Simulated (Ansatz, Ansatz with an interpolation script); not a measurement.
## SiO2 (I-42d): quasiparticle bands by Wannier interpolation

Aim: the G0W0 bands of SiO2 (I-42d) along the symmetry lines, with the gap off the mesh.

Main program and level: Ansatz 0.2.0; LDA, Wannier functions and G0W0, plane waves, PAW.

Report form: the programs' logs are mostly left out.

## Step 1: The starting structure

It takes space group I-42d (No. 122, tetragonal). Conventional cell: a = 4.748 Å, b = 4.748 Å, c = 7.488 Å, α = 90.00°, β = 90.00°, γ = 90.00°. Nearest to Si lie 4 O at 1.62 Å. Nearest to O lie 2 Si at 1.62 Å. Farther neighbours and most contacts between anions are not listed.

The cell and positions come from the Crystallography Open Database and are kept as given unless a step says otherwise.

## Step 2: LDA bands

The cheap functional maps the bands first; the places of the edges decide which points the dearer methods must see.

This step: DFT, LDA, plane waves, PAW; PAW set soft_1.

input.yaml

```yaml
crystal:
  lattice:
    - [-2.37405, 2.37405, 3.744]
    - [2.37405, -2.37405, 3.744]
    - [2.37405, 2.37405, -3.744]
  atoms:
    - { symbol: Si, position: [0.0, 0.0, 0.0] }
    - { symbol: Si, position: [0.75, 0.25, 0.5] }
    - { symbol: O, position: [0.99838, 0.625, 0.87338] }
    - { symbol: O, position: [0.375, 0.24838, 0.37338] }
    - { symbol: O, position: [0.75162, 0.125, 0.12662] }
    - { symbol: O, position: [0.875, 0.00162, 0.62662] }
kpoints:
  mp_grid: { grid: [6, 6, 6] }
  band_path:
    path:
      - [[0.0, 0.0, 0.0], [0.0, 0.0, 0.5], [0.25, 0.25, 0.25], [0.0, 0.5, 0.0], [0.0, 0.0, 0.0], [0.5, 0.5, -0.5], [0.35051897, 0.64948103, -0.35051897]]
      - [[-0.35051897, 0.35051897, 0.35051897], [0.0, 0.0, 0.0]]
      - [[0.0, 0.0, 0.5], [-0.20103795, 0.20103795, 0.5]]
      - [[0.5, 0.5, -0.20103795], [0.5, 0.5, -0.5]]
    npoints: 10
hamiltonian:
  xc: lda
  pseudopotentials: { kind: paw, azcp: { folder: soft_1 }, xc_functional: pbe }
scf:
  occupations: { method: fermi_dirac, width: 0.02 }
  n_extra_bands: 44
output:
  eigenvalues: true
  forces: true
  stress: true
  fatbands: true
  write_density: true
  write_potential: true
  elf: true
  volumetric_format: npy
```

The run is started by

```bash
$ ansatz run input.yaml --threads 3 --pin off --max-ram 92160MiB --backend cuda --events-out ev --progress --plain --runs-dir out --devices 1 --max-vram 13GiB
```

Elapsed: 9.6 s, on 1 × NVIDIA H100 80GB HBM3 (shared by 6 runs) with 3 threads of AMD EPYC 7R13 (Zen 3), shared host; peak memory 0.87 GiB.

Numbers from this step:

* pressure: -2.818 GPa
* filled bands: 16
* gap: 5.822 eV
* valence top at: Γ
* conduction bottom at: Γ
* least direct gap: 5.822 eV

The gap is direct, at Γ.

Electrostatic potential energy in the ac plane of the conventional cell at fractional y = 0.000, with atoms of Si within 0.2 Å of it. With pseudopotentials it is smooth inside the atoms' cores, unlike the true potential.

Ten even steps from '_' (-32 eV) to '@' (9 eV), each cell a mean:
```
--__--##%%@@@@@@@@@@%%**__..
__::++==**%%%%%%%%##++++==__
++**++::--##**++**++::--##**
%%%%##++++==____::++==**%%%%
@@@@@@%%**__..--__--##%%@@@@
@@@@@@%%++__--**__::##@@@@@@
@@@@@@%%**..______==%%@@@@@@
@@@@@@@@%%**--::==##%%@@@@@@
@@@@@@@@@@%%####%%%%@@@@@@@@
@@@@@@@@@@@@@@@@@@@@@@@@@@@@
@@@@@@@@@@@@@@@@@@@@@@@@@@@@
@@@@@@@@@@@@@@@@@@@@@@@@@@@@
@@@@@@@@@@@@@@@@@@@@@@@@@@@@
@@@@@@@@@@@@@@@@@@@@@@@@@@@@
@@@@@@@@@@@@@@@@@@@@@@@@@@@@
@@@@@@@@@@@@@@@@@@@@@@@@@@@@
@@@@@@@@@@@@@@@@@@@@@@@@@@@@
@@@@@@@@@@@@@@@@@@@@@@@@@@@@
##%%%%@@@@@@@@@@@@@@@@@@%%##
::==##%%@@@@@@@@@@@@@@%%**--
____==%%@@@@@@@@@@@@%%**..__
**__::##@@@@@@@@@@@@%%++__--
```
Columns run along a (4.7 Å; values clipped at the 3rd and 97th percentile), rows up along c (7.5 Å), edges of the conventional cell, whose origin can differ from the input's. Atoms in or near the plane, at fractional coordinates: Si at (0.00, 0.00), Si at (0.50, 0.75).

ELF in the ac plane of the conventional cell at fractional y = 0.000, with atoms of Si within 0.2 Å of it. It is the smooth field of the valence electrons, not physical close to the nuclei.

Values, 22 rows by 14 columns, each cell a mean:
```
0.21 0.37 0.63 0.67 0.60 0.44 0.15 0.07 0.29 0.54 0.64 0.67 0.52 0.24
0.22 0.60 0.80 0.78 0.75 0.64 0.28 0.15 0.48 0.71 0.76 0.80 0.75 0.39
0.26 0.62 0.78 0.77 0.79 0.74 0.41 0.24 0.62 0.78 0.77 0.78 0.74 0.42
0.17 0.48 0.71 0.76 0.79 0.74 0.38 0.21 0.60 0.80 0.78 0.75 0.63 0.29
0.08 0.30 0.54 0.63 0.66 0.52 0.25 0.21 0.36 0.64 0.67 0.60 0.44 0.16
0.03 0.12 0.25 0.33 0.35 0.23 0.19 0.27 0.16 0.28 0.34 0.29 0.19 0.06
0.01 0.03 0.07 0.13 0.20 0.21 0.17 0.16 0.18 0.20 0.15 0.09 0.05 0.02
0.00 0.01 0.05 0.13 0.25 0.31 0.24 0.21 0.28 0.29 0.18 0.07 0.02 0.01
0.00 0.01 0.06 0.17 0.26 0.28 0.21 0.19 0.25 0.29 0.22 0.11 0.03 0.00
0.00 0.01 0.04 0.12 0.18 0.17 0.12 0.10 0.14 0.19 0.17 0.09 0.02 0.00
0.00 0.00 0.01 0.04 0.07 0.07 0.05 0.04 0.07 0.09 0.07 0.03 0.01 0.00
0.00 0.00 0.00 0.01 0.02 0.02 0.02 0.02 0.02 0.02 0.01 0.01 0.00 0.00
0.00 0.00 0.01 0.01 0.01 0.01 0.01 0.01 0.01 0.01 0.01 0.01 0.00 0.00
0.00 0.00 0.01 0.01 0.01 0.00 0.00 0.00 0.00 0.01 0.01 0.01 0.01 0.00
0.01 0.01 0.01 0.01 0.01 0.00 0.00 0.00 0.00 0.01 0.01 0.01 0.01 0.01
0.02 0.02 0.02 0.02 0.01 0.00 0.00 0.00 0.00 0.01 0.01 0.02 0.02 0.02
0.04 0.06 0.08 0.07 0.03 0.01 0.00 0.00 0.00 0.02 0.04 0.07 0.07 0.05
0.09 0.14 0.19 0.17 0.08 0.02 0.00 0.00 0.01 0.05 0.12 0.18 0.16 0.11
0.17 0.24 0.28 0.22 0.11 0.03 0.01 0.00 0.01 0.06 0.17 0.27 0.27 0.20
0.20 0.28 0.29 0.18 0.08 0.03 0.01 0.00 0.01 0.05 0.13 0.26 0.31 0.24
0.15 0.18 0.20 0.15 0.08 0.04 0.02 0.01 0.03 0.07 0.12 0.20 0.21 0.16
0.29 0.15 0.27 0.32 0.27 0.17 0.05 0.03 0.12 0.24 0.31 0.33 0.21 0.19
```
Columns run along a (4.7 Å), rows up along c (7.5 Å), edges of the conventional cell, whose origin can differ from the input's. Atoms in or near the plane, at fractional coordinates: Si at (0.00, 0.00), Si at (0.50, 0.75).

## Step 3: Wannier functions (O:2p Si:3s Si:3p) on 6×6×6

Localised functions give a small Hamiltonian that interpolates between mesh points at no cost.

This step: maximally localised Wannier functions, LDA, plane waves, PAW; PAW set soft_1.

input.yaml, the sections that differ from step 2:

```yaml
kpoints:
  mp_grid: { grid: [6, 6, 6] }
scf:
  occupations: { method: fixed }
  n_extra_bands: 44
output:
  wannier:
    kmesh: [6, 6, 6]
    projections:
      - { species: O, l: p, shell: 2 }
      - { species: Si, l: s, shell: 3 }
      - { species: Si, l: p, shell: 3 }
    minimise: true
    write_hr: true
    seedname: w
    conv_tol: 1.0e-06
    max_iter: 20000
    stability_check: false
    disentanglement:
      window: [-8.17, 16.91]
      frozen_window: [-8.17, 9.63]
      conv_tol: 1.0e-08
# crystal, hamiltonian: as in step 2
```

Run time: 8 s. Hardware: 1 × NVIDIA H100 80GB HBM3 (shared by 6 runs) with 3 threads; peak memory 0.97 GiB; 8.1 s of CPU time.

This step gave:

```
gauge-invariant spread     : 19.73 Å²
diagonal spread            : 0.01128 Å²
off-diagonal spread        : 8.838 Å²
total spread               : 28.58 Å²
least projectability       : 0.2769
localisation steps         : 70
disentanglement steps      : 168
r.m.s. interpolation error : 0.001838 eV
r.m.s. error near the gap  : 0.002533 eV
```

Near the gap the model misses directly solved bands by 2.5 meV r.m.s. and by 36 meV at most in the window tested. This tests the starting bands, not the corrections carried with them.

Wannier functions, by row:

```tsv
function	x (Å)	y (Å)	z (Å)	spread (Å²)	nearest atom	distance (Å)
1	1.187	2.924	2.808	0.706	O3	0.036
2	1.187	2.923	2.808	0.674	O3	0.037
3	1.187	3.032	2.808	0.732	O3	0.073
4	0.55	1.187	0.936	0.706	O4	0.036
5	0.658	1.187	0.936	0.732	O4	0.073
6	0.549	1.187	0.936	0.674	O4	0.037
7	-1.187	1.824	2.808	0.706	O5	0.036
8	-1.187	1.825	2.808	0.674	O5	0.037
9	-1.187	1.716	2.808	0.732	O5	0.073
10	-0.55	3.561	0.936	0.706	O6	0.036
11	-0.658	3.561	0.936	0.732	O6	0.073
12	-0.549	3.561	0.936	0.674	O6	0.037
13	0	0	0	2.593	Si1	0
14	0	2.374	1.872	2.593	Si2	0
15	0	0	0	2.843	Si1	0
16	0	0	0.592	2.313	Si1	0.592
17	0	0	-0.592	2.313	Si1	0.592
18	0	2.374	1.872	2.843	Si2	0
19	0	2.374	1.28	2.313	Si2	0.592
20	0	2.374	2.464	2.313	Si2	0.592
```

Frozen up to 8.82 eV; above it the model need not follow the bands. Electronic bands along the path, in eV, zero at the valence-band top:

```tsv
point	band 13	band 14	band 15	band 16	band 17	band 18	band 19	band 20
Γ	-1.32	-1.03	0.00	0.00	5.82	8.46	11.19	11.19
halfway	-1.27	-0.75	-0.10	-0.10	7.13	9.38	10.50	10.59
X	-0.74	-0.74	-0.23	-0.23	9.29	9.29	10.09	10.09
halfway	-0.76	-0.76	-0.26	-0.26	9.28	9.28	10.17	10.17
P	-0.80	-0.80	-0.29	-0.29	9.28	9.28	10.27	10.27
halfway	-1.12	-0.79	-0.33	-0.15	8.64	9.42	9.94	10.27
N	-1.27	-0.68	-0.28	-0.18	8.21	9.24	10.01	10.06
halfway	-1.31	-0.87	-0.09	-0.08	6.77	9.08	10.23	10.54
Γ	-1.32	-1.03	0.00	0.00	5.82	8.46	11.19	11.19
halfway	-1.60	-1.06	-0.07	-0.07	6.96	8.93	9.93	9.93
M	-1.50	-1.50	-0.10	-0.10	8.79	8.79	9.48	9.48
halfway	-1.51	-1.32	-0.17	-0.11	8.91	9.01	9.36	9.56
S	-1.16	-1.02	-0.40	-0.13	8.84	9.33	9.64	9.86
jump to S0	-1.16	-1.02	-0.40	-0.13	8.84	9.33	9.64	9.86
halfway	-1.14	-0.85	-0.19	-0.09	7.07	9.39	10.23	11.09
Γ	-1.32	-1.03	0.00	0.00	5.82	8.46	11.19	11.19
jump to X	-0.74	-0.74	-0.23	-0.23	9.29	9.29	10.09	10.09
halfway	-0.75	-0.75	-0.26	-0.26	9.28	9.28	10.20	10.20
R	-0.86	-0.86	-0.28	-0.28	9.28	9.28	10.13	10.13
jump to G	-0.86	-0.86	-0.28	-0.28	9.28	9.28	10.13	10.13
halfway	-1.27	-1.27	-0.18	-0.18	9.11	9.11	9.48	9.48
M	-1.50	-1.50	-0.10	-0.10	8.79	8.79	9.48	9.48
```

The same for Kohn-Sham, solved directly:

```tsv
point	band 13	band 14	band 15	band 16	band 17	band 18	band 19	band 20
Γ	-1.32	-1.03	0.00	0.00	5.82	8.46	11.10	11.10
X	-0.74	-0.74	-0.23	-0.23	9.25	9.25	9.94	9.94
P	-0.80	-0.80	-0.29	-0.29	9.24	9.24	9.70	9.70
N	-1.27	-0.68	-0.28	-0.18	8.21	8.95	9.79	10.00
Γ	-1.32	-1.03	0.00	0.00	5.82	8.46	11.10	11.10
M	-1.50	-1.50	-0.10	-0.10	8.79	8.79	9.48	9.48
S	-1.16	-1.02	-0.40	-0.13	8.84	9.10	9.44	9.75
S0	-1.16	-1.02	-0.40	-0.13	8.84	9.10	9.44	9.75
Γ	-1.32	-1.03	0.00	0.00	5.82	8.46	11.10	11.10
X	-0.74	-0.74	-0.23	-0.23	9.25	9.25	9.94	9.94
R	-0.86	-0.86	-0.28	-0.28	9.24	9.24	9.77	9.77
G	-0.86	-0.86	-0.28	-0.28	9.24	9.24	9.77	9.77
M	-1.50	-1.50	-0.10	-0.10	8.79	8.79	9.48	9.48
```

## Step 4: G0W0 at every point of the mesh: 6×6×6 mesh, 352 empty bands, screening to 150 eV, PAW set soft_1 files

G0W0 replaces the xc potential by the self-energy, built once from these orbitals. Only a window of levels is corrected, while the sums run over the empty bands that the input names.

This step: G0W0 on LDA, plane waves, PAW; PAW set soft_1.

input.yaml, the sections that differ from step 3:

```yaml
scf:
  occupations: { method: fixed }
gw:
  n_empty_bands: 352
  ecut_chi: 150.0
  qp_bands: [v12, c2]
  screening: { model: contour_deformation }
# crystal, kpoints, hamiltonian: as in step 3
# output: removed
```

Elapsed: 3.3 min, on 1 × NVIDIA H100 80GB HBM3 (shared by 6 runs) with 3 threads; peak memory 1.9 GiB; 6.2 min of CPU time.

Numbers from this step:

* bands summed: 368
* RPA ε∞ on this mesh (eigenvalues): 2.243, 2.243, 2.302
* plane waves in the screening matrix: 355
* q-points in the mesh: 216
* G0W0 gap on the mesh: 9.042 eV
* k of the valence top: 0, 0, 0
* k of the conduction bottom: 0, 0, 0
* starting gap on the mesh: 5.822 eV
* Z at the valence top: 0.8014
* Z at the conduction bottom: 0.8678
* least direct G0W0 gap on the computed points: 9.042 eV

The gap on the mesh goes from 5.82 eV to 9.04 eV, a correction of +3.22 eV. Between the two edge states, bare exchange in place of the xc potential would open the gap by 10.61 eV, and correlation takes back 7.39 eV.

## Step 5: Interpolating the corrections

A script adds the corrections, carried to the Wannier functions and back, to the LDA levels, along the path and on a 18×18×18 mesh.

| Property | Result |
| --- | --- |
| G0W0 gap over the zone | 9.042 eV |
| valence top at | Γ |
| conduction bottom at | Γ |
| starting gap over the zone | 5.822 eV |
| least direct G0W0 gap | 9.042 eV |
| G0W0 gap on the mesh | 9.042 eV |
| valence width, start | 8.821 eV |
| valence width, G0W0 | 9.200 eV |
| gap by a rigid shift | 9.042 eV |

Levels solved directly plus the interpolated quasiparticle correction. Limits: finite bands, cutoff and mesh. The quasiparticle bands at the labelled points (eV, zero at the valence-band top of each set):

```tsv
point	band 13	band 14	band 15	band 16	band 17
Γ	-1.38	-1.15	0.00	0.00	9.04
halfway	-1.37	-0.80	-0.10	-0.10	10.50
X	-0.81	-0.81	-0.22	-0.22	12.87
halfway	-0.83	-0.83	-0.27	-0.27	12.87
P	-0.87	-0.87	-0.31	-0.31	12.85
halfway	-1.21	-0.86	-0.34	-0.16	12.19
N	-1.40	-0.71	-0.28	-0.21	11.84
halfway	-1.40	-0.94	-0.10	-0.09	10.08
Γ	-1.38	-1.15	0.00	0.00	9.04
halfway	-1.71	-1.17	-0.07	-0.07	10.29
M	-1.65	-1.65	-0.09	-0.09	12.28
halfway	-1.66	-1.45	-0.17	-0.11	12.41
S	-1.26	-1.11	-0.42	-0.14	12.45
jump to S0	-1.26	-1.11	-0.42	-0.14	12.45
halfway	-1.22	-0.93	-0.20	-0.11	10.43
Γ	-1.38	-1.15	0.00	0.00	9.04
jump to X	-0.81	-0.81	-0.22	-0.22	12.87
halfway	-0.82	-0.82	-0.27	-0.27	12.85
R	-0.93	-0.93	-0.30	-0.30	12.88
jump to G	-0.93	-0.93	-0.30	-0.30	12.88
halfway	-1.38	-1.38	-0.18	-0.18	12.62
M	-1.65	-1.65	-0.09	-0.09	12.28
```

The same for LDA:

```tsv
point	band 13	band 14	band 15	band 16	band 17
Γ	-1.32	-1.03	0.00	0.00	5.82
X	-0.74	-0.74	-0.23	-0.23	9.25
P	-0.80	-0.80	-0.29	-0.29	9.24
N	-1.27	-0.68	-0.28	-0.18	8.21
Γ	-1.32	-1.03	0.00	0.00	5.82
M	-1.50	-1.50	-0.10	-0.10	8.79
S	-1.16	-1.02	-0.40	-0.13	8.84
S0	-1.16	-1.02	-0.40	-0.13	8.84
Γ	-1.32	-1.03	0.00	0.00	5.82
X	-0.74	-0.74	-0.23	-0.23	9.25
R	-0.86	-0.86	-0.28	-0.28	9.24
G	-0.86	-0.86	-0.28	-0.28	9.24
M	-1.50	-1.50	-0.10	-0.10	8.79
```

Minima of the lowest conduction band, from levels solved directly at the displaced points, plus the interpolated correction; masses are left empty at degenerate points, on flat bands and where the interpolated correction rules the curvature; G0W0 masses are rough. Conduction valleys, by row:

```tsv
point	k (reciprocal lattice)	valleys in the zone	G0W0 level above the valence top (eV)	LDA level above the valence top (eV)	G0W0 principal masses (m_e)	LDA principal masses (m_e)
Γ	0.000 0.000 0.000	1	9.042	5.822	0.475 0.475 0.521	0.509 0.536 0.536
```

Second differences of levels solved directly at the displaced points, plus the interpolated correction, at the quasiparticle band edges; no spin-orbit coupling; left empty where the band is flat or the interpolated correction rules the curvature. Effective masses, by row:

```tsv
carrier	point	Cartesian direction	band	LDA mass (m_e)	G0W0 mass (m_e)
hole	Γ	100	16	5.169	5.145
hole	Γ	100	15	5.283	5.346
hole	Γ	010	16	5.169	5.145
hole	Γ	010	15	5.283	5.346
hole	Γ	001	16	5.655	5.163
hole	Γ	001	15	5.655	5.163
hole	Γ	110	16	7.52	8.124
hole	Γ	110	15	4.105	3.965
hole	Γ	111	16	5.07	5.095
hole	Γ	111	15	4.774	4.528
electron	Γ	100	17	0.537	0.476
electron	Γ	010	17	0.537	0.476
electron	Γ	001	17	0.507	0.52
electron	Γ	110	17	0.537	0.476
electron	Γ	111	17	0.527	0.491
```

Corrections by starting level (eV, on the run's own energy scale, so only their differences matter):

```tsv
start	correction
-8.82	−2.12
-6.97	−2.09
-5.57	−2.06
-4.85	−1.99
-4.67	−1.97
-2.61	−2.01
-2.25	−1.94
-1.92	−1.94
-1.67	−1.91
-1.36	−1.80
-0.94	−1.83
-0.43	−1.77
-0.16	−1.74
-0.04	−1.74
6.89	+1.59
8.79	+1.75
9.37	+1.81
```

## Step 6: HSE06 bands, for comparison

This step: DFT, HSE06, plane waves, PAW; PAW set soft_1.

input.yaml

```yaml
crystal:
  lattice:
    - [-2.37405, 2.37405, 3.744]
    - [2.37405, -2.37405, 3.744]
    - [2.37405, 2.37405, -3.744]
  atoms:
    - { symbol: Si, position: [0.0, 0.0, 0.0] }
    - { symbol: Si, position: [0.75, 0.25, 0.5] }
    - { symbol: O, position: [0.99838, 0.625, 0.87338] }
    - { symbol: O, position: [0.375, 0.24838, 0.37338] }
    - { symbol: O, position: [0.75162, 0.125, 0.12662] }
    - { symbol: O, position: [0.875, 0.00162, 0.62662] }
kpoints:
  mp_grid: { grid: [4, 4, 4] }
  band_path:
    path:
      - [[0.0, 0.0, 0.0], [0.0, 0.0, 0.5], [0.25, 0.25, 0.25], [0.0, 0.5, 0.0], [0.0, 0.0, 0.0], [0.5, 0.5, -0.5], [0.35051897, 0.64948103, -0.35051897]]
      - [[-0.35051897, 0.35051897, 0.35051897], [0.0, 0.0, 0.0]]
      - [[0.0, 0.0, 0.5], [-0.20103795, 0.20103795, 0.5]]
      - [[0.5, 0.5, -0.20103795], [0.5, 0.5, -0.5]]
    npoints: 10
hamiltonian:
  xc: hse06
  pseudopotentials: { kind: paw, azcp: { folder: soft_1 } }
scf:
  occupations: { method: fixed }
  n_extra_bands: 6
output:
  eigenvalues: true
```

It took 93 s on 1 × NVIDIA H100 80GB HBM3 (shared by 6 runs) with 3 threads; peak memory 1.3 GiB.

This step gave:

```
filled bands         : 16
gap                  : 7.875 eV
valence top at       : Γ
conduction bottom at : Γ
least direct gap     : 7.875 eV
```

The gap stands +2.05 eV against LDA.

Electronic bands along the path, in eV, zero at the top of the highest nominally filled band:

```tsv
point	band 13	band 14	band 15	band 16	band 17	band 18	band 19	band 20
Γ	-1.33	-1.11	0.00	0.00	7.87	10.66	13.49	13.49
halfway	-1.30	-0.78	-0.10	-0.10	9.23	11.58	12.26	12.84
X	-0.78	-0.78	-0.24	-0.24	11.46	11.46	12.26	12.26
halfway	-0.80	-0.80	-0.27	-0.27	11.49	11.49	12.05	12.05
P	-0.82	-0.82	-0.31	-0.31	11.53	11.53	11.88	11.88
halfway	-1.15	-0.82	-0.35	-0.16	10.85	11.35	12.06	12.10
N	-1.33	-0.70	-0.29	-0.18	10.43	11.11	12.02	12.31
halfway	-1.34	-0.91	-0.10	-0.09	8.85	11.27	12.23	12.87
Γ	-1.33	-1.11	0.00	0.00	7.87	10.66	13.49	13.49
halfway	-1.62	-1.12	-0.08	-0.08	9.04	11.09	12.22	12.22
M	-1.59	-1.59	-0.11	-0.11	10.98	10.98	11.73	11.73
halfway	-1.60	-1.39	-0.18	-0.12	11.07	11.15	11.55	11.79
S	-1.20	-1.07	-0.41	-0.14	11.07	11.31	11.64	12.00
jump to S0	-1.20	-1.07	-0.41	-0.14	11.07	11.31	11.64	12.00
halfway	-1.16	-0.89	-0.20	-0.09	9.17	11.53	12.21	13.04
Γ	-1.33	-1.11	0.00	0.00	7.87	10.66	13.49	13.49
jump to X	-0.78	-0.78	-0.24	-0.24	11.46	11.46	12.26	12.26
halfway	-0.79	-0.79	-0.27	-0.27	11.47	11.47	12.31	12.31
R	-0.89	-0.89	-0.30	-0.30	11.48	11.48	12.02	12.02
jump to G	-0.89	-0.89	-0.30	-0.30	11.48	11.48	12.02	12.02
halfway	-1.32	-1.32	-0.18	-0.18	11.24	11.24	11.65	11.65
M	-1.59	-1.59	-0.11	-0.11	10.98	10.98	11.73	11.73
```

## Step 7: Summary of results

| Quantity | Value |
| --- | --- |
| LDA gap | 5.82 eV |
| G0W0 gap over the zone | 9.04 eV, direct |
| least direct G0W0 gap, in the model | 9.04 eV |
| GW settings | 6×6×6 mesh, 352 empty bands, screening to 150 eV, PAW set soft_1 files |
| known limits | not at the basis limit |

The Wannier model follows the LDA bands to 3 meV r.m.s. near the gap. The G0W0 gap over the zone is 9.04 eV, direct, from Γ to Γ; on the mesh alone it is 9.04 eV, nearly the same. The valence width in the model goes from 8.82 eV to 9.20 eV. At the band edge the lightest electron mass is 0.51 m_e at the start and 0.48 m_e in G0W0; the G0W0 masses rest on corrections from the 6×6×6 mesh alone and are rough. HSE06 gives a gap of 7.87 eV on the same path. Bands and cutoff are finite, so the gap is not at the basis limit. The miss can reach some tenths of an eV and take either sign; the mesh is an error of its own. Above the frozen window of the model the interpolated levels need not meet the computed ones, even at points of the mesh.

[Paths, hosts, dates, memory and timing lines, banners, echoed tables and standing remarks are left out of the program output.]

[Logs are printed without paths, hosts, clocks, repeated set-up lines and the standing remarks that a program may print on its own settings, such as how far it seeks lower states.]

[Runs of the session that timed out or met a known fault of the program may be left out.]

[Hosts, paths, dates, database ids (printed as entryN), source tags and the programs' standing remarks are cut or masked in the printed files.]
